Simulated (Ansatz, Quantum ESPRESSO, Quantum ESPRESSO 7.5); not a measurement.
**Evanescent states of MgS, rock salt type, lattice constant set to 5.23 Å**

Aim: how fast states decay in the gap of MgS, rock salt type, lattice constant set to 5.23 Å.

Program: Quantum ESPRESSO 7.5. Level of theory: plane-wave DFT, PBE, SG15 norm-conserving pseudopotentials (cross-check by Ansatz 0.2.0 with PAW datasets). Results are calculated unless marked as measured.

The structure was built from a prototype and need not be the compound's stable phase.

## (1) The starting structure

Symmetry: Fm-3m, No. 225, cubic system. The conventional cell has a = 5.230 Å, b = 5.230 Å, c = 5.230 Å, α = 90.00°, β = 90.00°, γ = 90.00°. Mg has 6 S at 2.62 Å nearest. S has 6 Mg at 2.62 Å nearest. Farther neighbours and most contacts between anions are not listed.

Coordinates:

```cif
data_structure
_symmetry_space_group_name_H-M 'P 1'
_symmetry_Int_Tables_number 1
_cell_length_a 3.6982
_cell_length_b 3.6982
_cell_length_c 5.2300
_cell_angle_alpha 90.000
_cell_angle_beta 90.000
_cell_angle_gamma 90.000
_cell_volume 71.53
loop_
_atom_site_label
_atom_site_type_symbol
_atom_site_fract_x
_atom_site_fract_y
_atom_site_fract_z
_atom_site_occupancy
Mg1 Mg 0.00000 0.00000 0.00000 1
S2 S 0.50000 0.50000 0.00000 1
Mg3 Mg 0.50000 0.50000 0.50000 1
S4 S 0.00000 0.00000 0.50000 1
```

## (2) Self-consistent run

pwcond needs a cell whose third axis lies along the current and stands perpendicular to the other two.

File scf.in:

```
&control
  prefix = 'scf'
  outdir = './out'
  pseudo_dir = './pseudo'
  calculation = 'scf'
  tprnfor = .true.
/
&system
  ibrav = 0
  nat = 4
  ntyp = 2
  ecutwfc = 60
  ecutrho = 240
  occupations = 'fixed'
  nbnd = 20
/
&electrons
  conv_thr = 1e-09
  mixing_beta = 0.6
  electron_maxstep = 120
/
ATOMIC_SPECIES
  Mg  24.3050  Mg_ONCV_PBE-1.2.upf
  S   32.0600  S_ONCV_PBE-1.2.upf
CELL_PARAMETERS angstrom
  3.69816846560564 0.00000000000000 0.00000000000000
  0.00000000000000 3.69816846560564 0.00000000000000
  0.00000000000000 0.00000000000000 5.23000000000000
ATOMIC_POSITIONS crystal
  Mg  0.000000000000 0.000000000000 0.000000000000
  S   0.500000000000 0.500000000000 0.000000000000
  Mg  0.500000000000 0.500000000000 0.500000000000
  S   0.000000000000 0.000000000000 0.500000000000
K_POINTS automatic
  6 6 6 0 0 0
```

Started as:

```console
$ OMP_NUM_THREADS=1 mpirun -n 2 pw.x -nk 2 -in scf.in > scf.out
```

Planned after this: complex band structure; complex band structure, with nz1 = 11; the same in Ansatz; the arithmetic. Settings of the main run: cutoff 60 Ry, fixed occupations, nbnd 20, SCF threshold 1.00e-9 Ry, sg15-pbe-1.2 potentials, 6×6×6 k-mesh.

**Question.** What will these runs give for the smallest κ at mid-gap among the four k points, at the zone centre; peak of the smallest κ in the stop band at the zone centre; and peak at the zone centre by Ansatz?

With a gap of 2.77 eV on the mesh, the smallest κ at mid-gap among the four k points, at the zone centre is 0.226 Å⁻¹ (PBE, SG15 norm-conserving). For a barrier with the Fermi level at mid-gap the slowest state found, at the zone centre, loses a factor of ten in probability every 5.1 Å or so. Stop bands away from the zone centre are mostly wider than the gap, so their peaks can lie above the conduction bottom.

- smallest κ at mid-gap among the four k points, at the zone centre: 0.226 Å⁻¹
- peak of the smallest κ in the stop band at the zone centre: 0.230 Å⁻¹
- peak of the smallest κ in the stop band at (1/2, 0): 0.341 Å⁻¹
- peak of the smallest κ in the stop band at (1/2, 1/2): 0.332 Å⁻¹
- peak of the smallest κ in the stop band at (1/4, 0): 0.367 Å⁻¹
- energy of the peak at the zone centre, over the highest filled level: 1.61 eV
- peak at the zone centre by Ansatz: 0.231 Å⁻¹

At the zone centre pwcond's peak is 0.230 and Ansatz's 0.231 1/Å, 0 % apart. The cell is the a/√2 one, turned by 45°, with two primitive cells, so X along [001] folds onto kz = 0. A semilocal gap is too small, often by a third to a half and by more in narrow-gap crystals, so real barriers decay faster.

[Logs are printed without paths, hosts, clocks, repeated set-up lines and the standing remarks that a program may print on its own settings, such as how far it seeks lower states.]

[Hosts, paths, dates, database ids (printed as entryN), source tags and the programs' standing remarks are cut or masked in the printed files.]

[Maps of the electrostatic potential energy from Ansatz leave out the sawtooth potential of an applied field or a dipole correction, so their vacuum need not be flat; planar profiles and work functions include it.]
